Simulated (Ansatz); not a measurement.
# Electron–phonon scattering in LuGe2 (Cmcm)

Question: is the lattice of LuGe2 (Cmcm) stable, and if so, what are its coupling constant and resistivity?

Program: Ansatz 0.2.0. Level of theory: DFT PBEsol, scalar-relativistic, plane waves, PAW; PAW set soft_1. Results are calculated unless marked as measured.

### Step 1. Starting point

It takes space group Cmcm (No. 63, orthorhombic). The conventional cell has a = 3.925 Å, b = 15.940 Å, c = 3.838 Å, α = 90.00°, β = 90.00°, γ = 90.00°. Nearest to Lu lie 10 Ge at 2.88 to 3.18 Å. Ge has 4 Ge at 2.75 Å and 4 Lu at 2.96 to 3.06 Å nearest. Nearest to Ge lie 2 Ge at 2.52 Å and 6 Lu at 2.88 to 3.18 Å. Farther neighbours are not listed.

### Step 2. Relaxing cell and atoms

Lattice constant and positions set the bands and the force constants, so the cell is relaxed first.

input.yaml

```yaml
crystal:
  lattice:
    - [1.96229436, -7.97015899, 0.0]
    - [1.96229436, 7.97015899, 0.0]
    - [0.0, 0.0, 3.83840487]
  atoms:
    - { symbol: Lu, position: [0.89436954, 0.10563046, 0.25] }
    - { symbol: Lu, position: [0.10563046, 0.89436954, 0.75] }
    - { symbol: Ge, position: [0.25512591, 0.74487409, 0.25] }
    - { symbol: Ge, position: [0.74487409, 0.25512591, 0.75] }
    - { symbol: Ge, position: [0.55118107, 0.44881893, 0.25] }
    - { symbol: Ge, position: [0.44881893, 0.55118107, 0.75] }
kpoints:
  mp_grid: { grid: [6, 6, 6] }
hamiltonian:
  xc: pbesol
  pseudopotentials: { kind: paw, azcp: { folder: soft_1 }, xc_functional: pbe }
scf:
  occupations: { method: gaussian, width: 0.1 }
output:
  forces: true
  stress: true
  eigenvalues: true
relax:
  adjacent_minimum: "off"
  f_tol: 0.005
  max_steps: 80
  cell: { stress_tol: 0.05 }
```

Run with:

```bash
ansatz run input.yaml --threads 8 --pin off --max-ram 20480MiB --backend cpu --events-out ev --progress --plain --runs-dir out
```

Numbers of over 12 decimals in the logs are rounded to 6 here.

What it wrote:

```text
basis.fft_grid_basis auto: the FFT boxes are laid along the combinations [[1, 1, 0], [0, 1, 0], [0, 0, 1]] of the cell's own vectors, 3.925, 8.208 and 3.838 Å long. The dense box has 27×60×27 points. Along the cell's own vectors, as sized, it would have 60×60×27, 2.22 times as many. Of the 8 symmetry operations that the crystal satisfies within crystal.symmetry.tolerance (time reversal apart; of a slab, those that ke [...]
Engine: ansatz 0.2.0, aarch64-unknown-linux-gnu
Pseudopotentials: kind: paw
Pseudopotential: Lu, paw, valence charge 25, recommended cutoff 420 eV (normal), soft_1/Lu.paw.azcp
Pseudopotential: Ge, paw, valence charge 14, recommended cutoff 420 eV (normal), soft_1/Ge.paw.azcp
Functional definition: PBEsol
  exchange = pbesol_x
  correlation = pbesol_c
Crystal: 6 atoms, lattice volume = 120.064 Å³
Basis set: ecut = 420 eV, 2357 PW (Γ), FFT grids on a1+a2, a2, a3, exchange–correlation on 54×120×54 points (8 copies of the dense FFT grid, shifted against one another)
Bands: 64, of which v1, the nominal top of the filled ones, is band 53 counted from 1 (52 counted from 0)
Symmetry: 8 space group operations
Space group: Cmcm (ITA 63), of the structure as read, at distance tolerance 4.9e-5 Å
k-points: 52 of 216
Non-local potential: Lu, projectors of the file, l = 0: 3, l = 1: 2, l = 2: 2, l = 3: 3
Non-local potential: Ge, projectors of the file, l = 0: 2, l = 1: 2, l = 2: 3, l = 3: 1
PAW form: soft (Blöchl's): semilocal exchange-correlation on the pseudo side does not see the compensation charge
PAW frozen core: Lu, regenerated for the run's functional, and the local potential with it (the file was generated under x = pbe(κ = 0.804, μ = 0.219515), c = pbe(β = 0.066725))
PAW frozen core: Ge, regenerated for the run's functional, and the local potential with it (the file was generated under x = pbe(κ = 0.804, μ = 0.219515), c = pbe(β = 0.066725))
PAW one-centre angular grid: Lu, 590 points (default); XC on 64 Gauss nodes
PAW one-centre angular grid: Ge, 590 points (default); XC on 64 Gauss nodes
Initial density: superposition of atomic densities (chi_scale 0.1, normalization cell, long waves kept (reshape's long-wave potential 0.15 eV rms))
Initial wavefunctions: pseudopotential atomic-orbital guess
Functional: x = pbesol(κ = 0.804, μ = 0.123457), c = pbesol(β = 0.046)
SCF iter   1: F=—  HF=-46245.344089 eV  |F-HF|=—  |Δ(HF+E_count)|=         —  Δρ=6.44e-2  dr2=1.47e1  ethr=3.10e-3  ⟨swp⟩=6.3  Hψ=13242  notcnv=0  defer=12
preconditioner: auto → Kerker (q_TF=auto, 2.672 Å⁻¹)  [metal: Δε(μ)=0.009 eV  Ē_g=17.691 eV  σ=0.100 eV  W_gap=0.05  n_scr=44 (ndim 8)  ℏωp=34.2 eV  f_vac=0.000  D(μ)=2.65/eV (n_scr^D=18)]
SCF iter   2: F=—  HF=-46243.188424 eV  |F-HF|=—  |Δ(HF+E_count)|=    2.16e0  Δρ=3.11e-2  dr2=5.02e0  ethr=3.10e-3  ⟨swp⟩=4.0  Hψ=7398  notcnv=0  defer=218
SCF iter   3: F=—  HF=-46242.636160 eV  |F-HF|=—  |Δ(HF+E_count)|=   5.52e-1  Δρ=2.37e-2  dr2=1.67e0  ethr=3.10e-3  ⟨swp⟩=4.0  Hψ=7850  notcnv=0  defer=211
SCF iter   4: F=—  HF=-46241.962478 eV  |F-HF|=—  |Δ(HF+E_count)|=   6.74e-1  Δρ=9.09e-3  dr2=2.66e-1  ethr=1.58e-3  ⟨swp⟩=3.9  Hψ=8426  notcnv=0  defer=238
SCF iter   5: F=—  HF=-46241.974724 eV  |F-HF|=—  |Δ(HF+E_count)|=   1.22e-2  Δρ=4.28e-3  dr2=7.96e-2  ethr=2.51e-4  ⟨swp⟩=2.5  Hψ=6954  notcnv=0  defer=238
SCF iter   6: F=—  HF=-46241.949799 eV  |F-HF|=—  |Δ(HF+E_count)|=   2.49e-2  Δρ=1.43e-3  dr2=6.70e-3  ethr=7.51e-5  ⟨swp⟩=2.6  Hψ=6415  notcnv=0  defer=238
SCF iter   7: F=—  HF=-46241.954342 eV  |F-HF|=—  |Δ(HF+E_count)|=   4.54e-3  Δρ=7.02e-4  dr2=2.54e-3  ethr=6.32e-6  ⟨swp⟩=3.1  Hψ=6947  notcnv=0  defer=227
SCF iter   8: F=—  HF=-46241.954015 eV  |F-HF|=—  |Δ(HF+E_count)|=   3.27e-4  Δρ=2.58e-4  dr2=1.12e-4  ethr=2.40e-6  ⟨swp⟩=2.0  Hψ=5855  notcnv=0  defer=227
SCF iter   9: F=—  HF=-46241.953969 eV  |F-HF|=—  |Δ(HF+E_count)|=   4.59e-5  Δρ=1.28e-4  dr2=3.77e-5  ethr=1.06e-7  ⟨swp⟩=3.0  Hψ=8150  notcnv=0  defer=227
SCF iter  10: F=—  HF=-46241.953940 eV  |F-HF|=—  |Δ(HF+E_count)|=   2.89e-5  Δρ=6.74e-5  dr2=5.80e-6  ethr=3.55e-8  ⟨swp⟩=2.1  Hψ=5506  notcnv=0  defer=227
SCF iter  11: F=—  HF=-46241.953940 eV  |F-HF|=—  |Δ(HF+E_count)|=   3.50e-7  Δρ=2.52e-5  dr2=9.19e-7  ethr=5.47e-9  ⟨swp⟩=3.0  Hψ=6737  notcnv=0  defer=227
SCF iter  12: F=—  HF=-46241.953939 eV  |F-HF|=—  |Δ(HF+E_count)|=   6.37e-7  Δρ=1.45e-5  dr2=2.06e-7  ethr=8.67e-10  ⟨swp⟩=2.7  Hψ=5993  notcnv=0  defer=227
SCF iter  13: F=—  HF=-46241.953939 eV  |F-HF|=—  |Δ(HF+E_count)|=   4.08e-8  Δρ=6.93e-6  dr2=7.05e-8  ethr=9.43e-11  ⟨swp⟩=16.7  Hψ=24837  notcnv=0
SCF iter  14: F=-46241.953939 eV  HF=-46241.953939 eV  |F-HF|=9.32e-9  |Δ(HF+E_count)|=   4.53e-8  Δρ=3.97e-6  dr2=1.48e-8  ethr=6.65e-11  ⟨swp⟩=6.6  Hψ=15668  notcnv=0
SCF 1 converged in 14 iterations: F = -46241.953939 eV  dr2 = 1.48e-8
  greatest PAW one-centre occupation: 0.998 electrons in one spin orbital (limit 2), on the Ge atom at site 3 (counted from 0), in its partial waves of l = 2
relax step   1: F+E_penalty+E_count = -46241.95393906 eV  Δ(F+E_penalty+E_count) = +0.000e0 eV  max|allowed force component| = 2.495e-1 eV/Å  Δτ_max = 0.0000 Å  P = -2.066 GPa  Ω = 120.064 Å³  (14 SCF iters, dr2 threshold 1.00e-7 eV, accepted)
Crystal: 6 atoms, lattice volume = 112.350 Å³
Basis set: ecut = 420 eV, 2215 PW (Γ), FFT grids on a1+a2, a2, a3, exchange–correlation on 54×120×54 points (8 copies of the dense FFT grid, shifted against one another)
Initial density: handed on by an earlier stage of this run
Initial wavefunctions: those handed on with the density
iter 1 solved again at ethr=6.25e-4 eV; its pass at ethr=3.10e-3 eV (dr2=6.63e-1 eV) is discarded
SCF iter   1: F=—  HF=-46242.104084 eV  |F-HF|=—  |Δ(HF+E_count)|=         —  Δρ=1.06e-2  dr2=6.63e-1  ethr=6.25e-4  ⟨swp⟩=2.5  Hψ=23007  notcnv=0
preconditioner: auto → Kerker (q_TF=auto, 2.702 Å⁻¹)  [metal: Δε(μ)=0.059 eV  Ē_g=18.416 eV  σ=0.100 eV  W_gap=0.32  n_scr=44 (ndim 8)  ℏωp=35.4 eV  f_vac=0.000  D(μ)=2.63/eV (n_scr^D=18)]
SCF iter   2: F=—  HF=-46242.035668 eV  |F-HF|=—  |Δ(HF+E_count)|=   6.84e-2  Δρ=6.97e-3  dr2=3.68e-1  ethr=6.25e-4  ⟨swp⟩=3.2  Hψ=4459  notcnv=0
SCF iter   3: F=—  HF=-46241.989433 eV  |F-HF|=—  |Δ(HF+E_count)|=   4.62e-2  Δρ=4.35e-3  dr2=1.60e-2  ethr=3.47e-4  ⟨swp⟩=4.7  Hψ=7077  notcnv=0  defer=31
SCF iter   4: F=—  HF=-46241.991261 eV  |F-HF|=—  |Δ(HF+E_count)|=   1.83e-3  Δρ=2.26e-3  dr2=1.50e-2  ethr=1.51e-5  ⟨swp⟩=3.1  Hψ=9424  notcnv=0  defer=193
SCF iter   5: F=—  HF=-46241.986326 eV  |F-HF|=—  |Δ(HF+E_count)|=   4.93e-3  Δρ=1.76e-3  dr2=7.66e-3  ethr=1.41e-5  ⟨swp⟩=3.0  Hψ=8732  notcnv=0  defer=196
[...]
SCF iter   5: F=—  HF=-46242.018823 eV  |F-HF|=—  |Δ(HF+E_count)|=   3.21e-5  Δρ=1.06e-4  dr2=5.14e-5  ethr=1.41e-7  ⟨swp⟩=3.2  Hψ=7453  notcnv=0
SCF iter   6: F=—  HF=-46242.018819 eV  |F-HF|=—  |Δ(HF+E_count)|=   4.03e-6  Δρ=6.77e-5  dr2=1.07e-5  ethr=4.85e-8  ⟨swp⟩=2.7  Hψ=6502  notcnv=0
SCF iter   7: F=—  HF=-46242.018816 eV  |F-HF|=—  |Δ(HF+E_count)|=   3.09e-6  Δρ=3.13e-5  dr2=1.90e-6  ethr=1.01e-8  ⟨swp⟩=2.9  Hψ=7768  notcnv=0
SCF iter   8: F=-46242.018815 eV  HF=-46242.018815 eV  |F-HF|=3.82e-7  |Δ(HF+E_count)|=   9.91e-7  Δρ=1.06e-5  dr2=4.14e-7  ethr=5.66e-10  ⟨swp⟩=11.6  Hψ=24575  notcnv=0
SCF 3 converged in 8 iterations: F = -46242.018815 eV  dr2 = 4.14e-7
relax step   3: F+E_penalty+E_count = -46242.01881494 eV  Δ(F+E_penalty+E_count) = -3.443e-2 eV  max|allowed force component| = 1.281e-1 eV/Å  Δτ_max = 0.0119 Å  P = +0.392 GPa  Ω = 115.307 Å³  energy of the carried Pulay correction = +1.437e-3 eV  (8 SCF iters, dr2 threshold 6.00e-7 eV, accepted)
[...]
relax step   4: F+E_penalty+E_count = -46242.02665519 eV  Δ(F+E_penalty+E_count) = -7.840e-3 eV  max|allowed force component| = 3.873e-2 eV/Å  Δτ_max = 0.0237 Å  P = -0.031 GPa  Ω = 115.441 Å³  energy of the carried Pulay correction = +1.396e-3 eV  (8 SCF iters, dr2 threshold 6.00e-7 eV, accepted)
[...]
relax step   5: F+E_penalty+E_count = -46242.02714108 eV  Δ(F+E_penalty+E_count) = -4.859e-4 eV  max|allowed force component| = 3.512e-2 eV/Å  Δτ_max = 0.0233 Å  P = -0.004 GPa  Ω = 115.208 Å³  energy of the carried Pulay correction = +1.468e-3 eV  (9 SCF iters, dr2 threshold 9.37e-8 eV, accepted)
[...]
relax step   6: F+E_penalty+E_count = -46242.02806947 eV  Δ(F+E_penalty+E_count) = -9.284e-4 eV  max|allowed force component| = 5.956e-3 eV/Å  Δτ_max = 0.0066 Å  P = +0.000 GPa  Ω = 115.213 Å³  energy of the carried Pulay correction = +1.467e-3 eV  (6 SCF iters, dr2 threshold 3.31e-7 eV, accepted)
[...]
relax step   7: F+E_penalty+E_count = -46242.02807948 eV  Δ(F+E_penalty+E_count) = -1.001e-5 eV  max|allowed force component| = 8.030e-4 eV/Å  Δτ_max = 0.0011 Å  P = -0.001 GPa  Ω = 115.224 Å³  energy of the carried Pulay correction = +1.463e-3 eV  (7 SCF iters, dr2 threshold 2.22e-9 eV, accepted)
Basis set: ecut = 420 eV, 2283 PW (Γ), FFT grids on a1+a2, a2, a3, exchange–correlation on 54×108×54 points (8 copies of the dense FFT grid, shifted against one another)
Initial wavefunctions: pseudopotential atomic-orbital guess (no wavefunctions were taken with the density)
iter 1 solved again at ethr=3.46e-8 eV; its pass at ethr=3.10e-3 eV (dr2=3.67e-5 eV) is discarded
SCF iter   1: F=—  HF=-46242.026940 eV  |F-HF|=—  |Δ(HF+E_count)|=         —  Δρ=6.84e-5  dr2=4.95e-7  ethr=3.46e-8  ⟨swp⟩=5.8  Hψ=29211  notcnv=0
preconditioner: auto → Kerker (q_TF=auto, 2.691 Å⁻¹)  [metal: Δε(μ)=0.064 eV  Ē_g=18.408 eV  σ=0.100 eV  W_gap=0.33  n_scr=44 (ndim 8)  ℏωp=34.9 eV  f_vac=0.000  D(μ)=2.77/eV (n_scr^D=18)]
SCF iter   2: F=—  HF=-46242.026943 eV  |F-HF|=—  |Δ(HF+E_count)|=   2.71e-6  Δρ=4.15e-5  dr2=4.98e-7  ethr=4.67e-10  ⟨swp⟩=3.0  Hψ=8601  notcnv=0
SCF iter   3: F=—  HF=-46242.026943 eV  |F-HF|=—  |Δ(HF+E_count)|=   3.19e-7  Δρ=1.91e-5  dr2=6.74e-8  ethr=4.67e-10  ⟨swp⟩=3.0  Hψ=6687  notcnv=0
SCF iter   4: F=—  HF=-46242.026943 eV  |F-HF|=—  |Δ(HF+E_count)|=   6.18e-8  Δρ=6.10e-6  dr2=2.14e-8  ethr=6.36e-11  ⟨swp⟩=3.0  Hψ=8408  notcnv=0
SCF iter   5: F=—  HF=-46242.026943 eV  |F-HF|=—  |Δ(HF+E_count)|=   2.60e-9  Δρ=2.22e-6  dr2=2.50e-9  ethr=2.02e-11  ⟨swp⟩=2.4  Hψ=6111  notcnv=0
SCF iter   6: F=—  HF=-46242.026943 eV  |F-HF|=—  |Δ(HF+E_count)|=   1.46e-9  Δρ=6.25e-7  dr2=2.46e-10  ethr=2.36e-12  ⟨swp⟩=3.2  Hψ=7045  notcnv=0
SCF iter   7: F=-46242.026943 eV  HF=-46242.026943 eV  |F-HF|=4.37e-11  |Δ(HF+E_count)|=  1.46e-11  Δρ=1.20e-7  dr2=2.91e-11  ethr=1.00e-12  ⟨swp⟩=8.3  Hψ=20907  notcnv=0
SCF 8 converged in 7 iterations: F = -46242.026943 eV  dr2 = 2.91e-11
relax step   8: F+E_penalty+E_count = -46242.02694337 eV  Δ(F+E_penalty+E_count) = +1.136e-3 eV  max|allowed force component| = 8.918e-4 eV/Å  Δτ_max = 0.0000 Å  P = -0.006 GPa  Ω = 115.224 Å³  stress off target by 1.75e-2 GPa  SCF on the basis re-selected at this cell (its energy is not comparable with the rows above)  (7 SCF iters)
basis re-selected at this cell: Δ(F+E_penalty+E_count) = +1.136e-3 eV, ΔP = -0.006 GPa vs the last step (what re-selecting the basis moved, of the pressure what is left beyond the Pulay correction that the steps carried, after the strain that the cell walked since its last selection, with what the two solves' SCF thresholds leave and, on support functions, any second-order correction that the steps lacked; it is no measure of the basis error at this ecutwfc). The dense FFT grid was sized anew with the basis: this SCF ran on 27×54×27 points, the steps before it on 27×60×27, so part of this shift can come from that change (see relax.cell in the input reference). [rest of the remark cut]
SCF converged after 7 iterations
Free energy (F): -46242.026943 eV
Harris-Foulkes:  -46242.026943 eV  (|F-HF|=4.37e-11)
Internal energy: -46242.013078 eV  (E = F + TS)
E sigma→0 (E₀):  -46242.020011 eV
Entropy (-TS):   -0.013865 eV (-2.311 meV/atom)
Fermi energy:    13.867512 eV
--- Per-component energies (eV) ---
  E_band       = -250.016055
  E_kinetic    = 1220.045464
  E_local      = -20605.760744  (includes V_loc(G=0)·N_el)
  E_nonlocal   = 2238.737331
  E_hartree    = 9137.856397
  E_xc         = -704.652174
  E_vxc        = -774.721844  (∫ρ·V_xc dr)
  E_paw        = -22483.446939  (= ΣΔE_a)
  E_vpaw       = -604.029002  (= ΣTr[D̂ρ^β])
  E_aug_tail   = 0.000017  (compensation charges beyond the density's cutoff)
  E_ewald      = -15050.847950
  E_core_change = 6.055520  (= ΣΔE_core)
  E_smearing   = -0.013865  (= −TS)
  E_closure    = -0.000000  (closes the sum)
  Σ components = -46242.026943   (vs F -46242.026943, Δ=0.00e0)
--- Forces (eV/Å), atoms counted from 1 ---
  atom   1  Lu     0.00000000    -0.00017010     0.00000000
  atom   2  Lu     0.00000000     0.00017010     0.00000000
  atom   3  Ge     0.00000000     0.00040188     0.00000000
  atom   4  Ge     0.00000000    -0.00040188     0.00000000
  atom   5  Ge     0.00000000    -0.00089182     0.00000000
  atom   6  Ge     0.00000000     0.00089182     0.00000000
  max |Σ_I F_I| component: 1.08e-19 eV/Å
--- Stress (GPa, compression-positive) ---
       -0.000576       0.000000       0.000000
        0.000000      -0.017480       0.000000
        0.000000       0.000000      -0.001321
  P = ⅓ Tr σ = -0.0065 GPa (-0.065 kbar)
--- Band table (eV; the first three rows and the last of 52) ---
  k-point 0: bands = [... 49 lower, 12.3641, 12.4954, 12.5943, 13.0683, 14.5643, 16.9418, 16.9640, 16.9702, ... 7 higher]
  k-point 1: bands = [... 49 lower, 12.5540, 12.7129, 13.0710, 13.2269, 15.2558, 15.7478, 15.8071, 16.2353, ... 7 higher]
  k-point 2: bands = [... 49 lower, 12.5185, 13.1771, 13.5033, 14.2868, 14.3460, 14.9745, 16.2745, 16.4389, ... 7 higher]
  k-point 51: bands = [... 49 lower, 11.9159, 12.7685, 12.7685, 14.2229, 14.2229, 14.7218, 14.7218, 17.1879, ... 7 higher]
--- Relaxed structure (7 steps of the walk, 7 accepted, 1 SCFs on fresh bases) ---
  F+E_penalty+E_count = -46242.02694337 eV   max|allowed force component| = 8.918e-4 eV/Å   (the final SCF, on the basis selected at the relaxed cell)
  cell:  # Å, volume = 115.2243 Å³
    - [1.975853, -7.561476, 0.0]
    - [1.975853, 7.561476, 0.0]
    - [0.0, 0.0, 3.856139]
  atoms:
    - { symbol: Lu, position: [0.898447, 0.101553, 0.250000] }
    - { symbol: Lu, position: [0.101553, 0.898447, 0.75] }
    - { symbol: Ge, position: [0.251963, 0.748037, 0.250000] }
    - { symbol: Ge, position: [0.748037, 0.251963, 0.75] }
    - { symbol: Ge, position: [0.557172, 0.442828, 0.250000] }
    - { symbol: Ge, position: [0.442828, 0.557172, 0.75] }
```

Elapsed: 44 s, on 8 threads of Arm Neoverse V2, shared host; peak memory 0.87 GiB.

Relaxation path:

| step | energy less that of the first step (eV) | largest force component (eV/Å) | pressure (GPa) | volume (Å³) |
| --- | --- | --- | --- | --- |
| 1 | 0.0000 | 0.2495 | -2.07 | 120.06 |
| 2 | -0.0304 | 0.1638 | 2.93 | 112.35 |
| 3 | -0.0649 | 0.1281 | 0.39 | 115.31 |
| 4 | -0.0727 | 0.0387 | -0.03 | 115.44 |
| 5 | -0.0732 | 0.0351 | 0.00 | 115.21 |
| 6 | -0.0741 | 0.0060 | 0.00 | 115.21 |
| 7 | -0.0741 | 0.0008 | 0.00 | 115.22 |
| 8* | -0.0730 | 0.0009 | -0.01 | 115.22 |

Relaxation steps marked * repeat the geometry before them on a plane-wave basis chosen anew for their cell, so energy and pressure can jump there.

The run keeps the 8 symmetry operations that it works with, so distortions that break them were not tested.

| conventional cell, symmetrised | before | after | change |
| --- | --- | --- | --- |
| a (Å) | 3.925 | 3.952 | +0.7 % |
| b (Å) | 15.940 | 15.123 | -5.1 % |
| c (Å) | 3.838 | 3.856 | +0.5 % |
| volume (Å³/atom) | 20.01 | 19.20 | -4.0 % |

The atoms that moved most (Å, as changes of fractional coordinates times the final cell):

| atom | dx | dy | dz | length |
| --- | --- | --- | --- | --- |
| Ge5 | 0.000 | -0.091 | 0.000 | 0.091 |
| Ge6 | 0.000 | 0.091 | 0.000 | 0.091 |
| Lu1 | 0.000 | -0.062 | 0.000 | 0.062 |
| Lu2 | 0.000 | 0.062 | 0.000 | 0.062 |
| Ge3 | 0.000 | 0.048 | 0.000 | 0.048 |
| Ge4 | 0.000 | -0.048 | 0.000 | 0.048 |

The relaxed structure:

```cif
data_structure
_symmetry_space_group_name_H-M 'P 1'
_symmetry_Int_Tables_number 1
_cell_length_a 7.8154
_cell_length_b 7.8154
_cell_length_c 3.8561
_cell_angle_alpha 90.000
_cell_angle_beta 90.000
_cell_angle_gamma 150.712
_cell_volume 115.22
loop_
_atom_site_label
_atom_site_type_symbol
_atom_site_fract_x
_atom_site_fract_y
_atom_site_fract_z
_atom_site_occupancy
Lu1 Lu 0.89845 0.10155 0.25000 1
Lu2 Lu 0.10155 0.89845 0.75000 1
Ge3 Ge 0.25196 0.74804 0.25000 1
Ge4 Ge 0.74804 0.25196 0.75000 1
Ge5 Ge 0.55717 0.44283 0.25000 1
Ge6 Ge 0.44283 0.55717 0.75000 1
```

Numbers from this step:

```
pressure          : -0.006459 GPa
volume per atom   : 19.20 Å³/atom
metallic on mesh  : yes
gap on the k-mesh : 0 eV
```

The largest force is now 8.9e-4 eV/Å and the largest stress component 0.017 GPa.

### Step 3. Tight relaxation

Residual forces and stress shift phonon frequencies, so the cell is relaxed again, with tight thresholds and the mesh and smearing of this input.

input.yaml

```yaml
crystal:
  lattice:
    - [1.9758533886, -7.5614762801, 0.0]
    - [1.9758533886, 7.5614762801, 0.0]
    - [0.0, 0.0, 3.8561390562]
  atoms:
    - { symbol: Lu, position: [0.8984468178, 0.1015531822, 0.25] }
    - { symbol: Lu, position: [0.1015531822, 0.8984468178, 0.75] }
    - { symbol: Ge, position: [0.2519634133, 0.7480365867, 0.25] }
    - { symbol: Ge, position: [0.7480365867, 0.2519634133, 0.75] }
    - { symbol: Ge, position: [0.557171643, 0.442828357, 0.25] }
    - { symbol: Ge, position: [0.442828357, 0.557171643, 0.75] }
kpoints:
  mp_grid: { grid: [8, 8, 8] }
hamiltonian:
  xc: pbesol
  pseudopotentials: { kind: paw, azcp: { folder: soft_1 }, xc_functional: pbe }
scf:
  occupations: { method: methfessel_paxton, width: 0.2 }
output:
  forces: true
  stress: true
  eigenvalues: true
relax:
  adjacent_minimum: "off"
  f_tol: 0.001
  max_steps: 60
  cell: { stress_tol: 0.01 }
```

What it wrote:

```text
[the first part of the log is left out]
  E_closure    = -0.000000  (closes the sum)
  Σ components = -46242.037222   (vs F -46242.037222, Δ=0.00e0)
--- Forces (eV/Å), atoms counted from 1 ---
  atom   1  Lu    -0.00000000    -0.00027971     0.00000000
  atom   2  Lu    -0.00000000     0.00027971     0.00000000
  atom   3  Ge     0.00000000    -0.00056644     0.00000000
  atom   4  Ge    -0.00000000     0.00056644     0.00000000
  atom   5  Ge     0.00000000    -0.00088392     0.00000000
[...]
cell:  # Å, volume = 115.3237 Å³
    - [1.980460, -7.576141, 1.1698284758761745e-19]
    - [1.980460, 7.576141, 1.1698284758762106e-19]
    - [2.2830748986276814e-19, 0, 3.843035]
  atoms:
    - { symbol: Lu, position: [0.897980, 0.102020, 0.250000] }
    - { symbol: Lu, position: [0.102020, 0.897980, 0.750000] }
    - { symbol: Ge, position: [0.252052, 0.747948, 0.250000] }
    - { symbol: Ge, position: [0.747948, 0.252052, 0.750000] }
    - { symbol: Ge, position: [0.556554, 0.443446, 0.250000] }
    - { symbol: Ge, position: [0.443446, 0.556554, 0.750000] }
[key lines of the parts left out:]
P = ⅓ Tr σ = -0.0012 GPa (-0.012 kbar)
```

The job ended after 60 s (8 threads; peak memory 1.1 GiB).

Relaxation path:

| step | energy less that of the first step (eV) | largest force component (eV/Å) | pressure (GPa) | volume (Å³) |
| --- | --- | --- | --- | --- |
| 1 | 0.0000 | 0.0543 | -0.03 | 115.22 |
| 2 | 0.0006 | 0.1165 | -0.08 | 115.44 |
| 3 | -0.0013 | 0.0209 | 0.05 | 115.20 |
| 4 | -0.0012 | 0.0110 | -0.10 | 115.49 |
| 5 | -0.0014 | 0.0009 | 0.00 | 115.32 |
| 6 | -0.0015 | 0.0009 | 0.00 | 115.32 |

The log counts 1 steps on a newly chosen plane-wave basis, not all of them marked here; energy and pressure can jump at such steps. Relaxation step 2 was tried and not accepted.

| conventional cell, symmetrised | before | after | change |
| --- | --- | --- | --- |
| a (Å) | 3.952 | 3.961 | +0.2 % |
| b (Å) | 15.123 | 15.152 | +0.2 % |
| c (Å) | 3.856 | 3.843 | -0.3 % |
| volume (Å³/atom) | 19.20 | 19.22 | +0.1 % |

This step gave:

```yaml
pressure: -0.001162 GPa
volume_per_atom: 19.22 Å³/atom
```

The largest force is now 8.8e-4 eV/Å and the largest stress component 0.0085 GPa, small enough for phonons.

(Part 1 of 4 ends here.)

[Logs are printed without paths, hosts, clocks, repeated set-up lines and the standing remarks that a program may print on its own settings, such as how far it seeks lower states.]

[Hosts, paths, dates, database ids (printed as entryN), source tags and the programs' standing remarks are cut or masked in the printed files.]
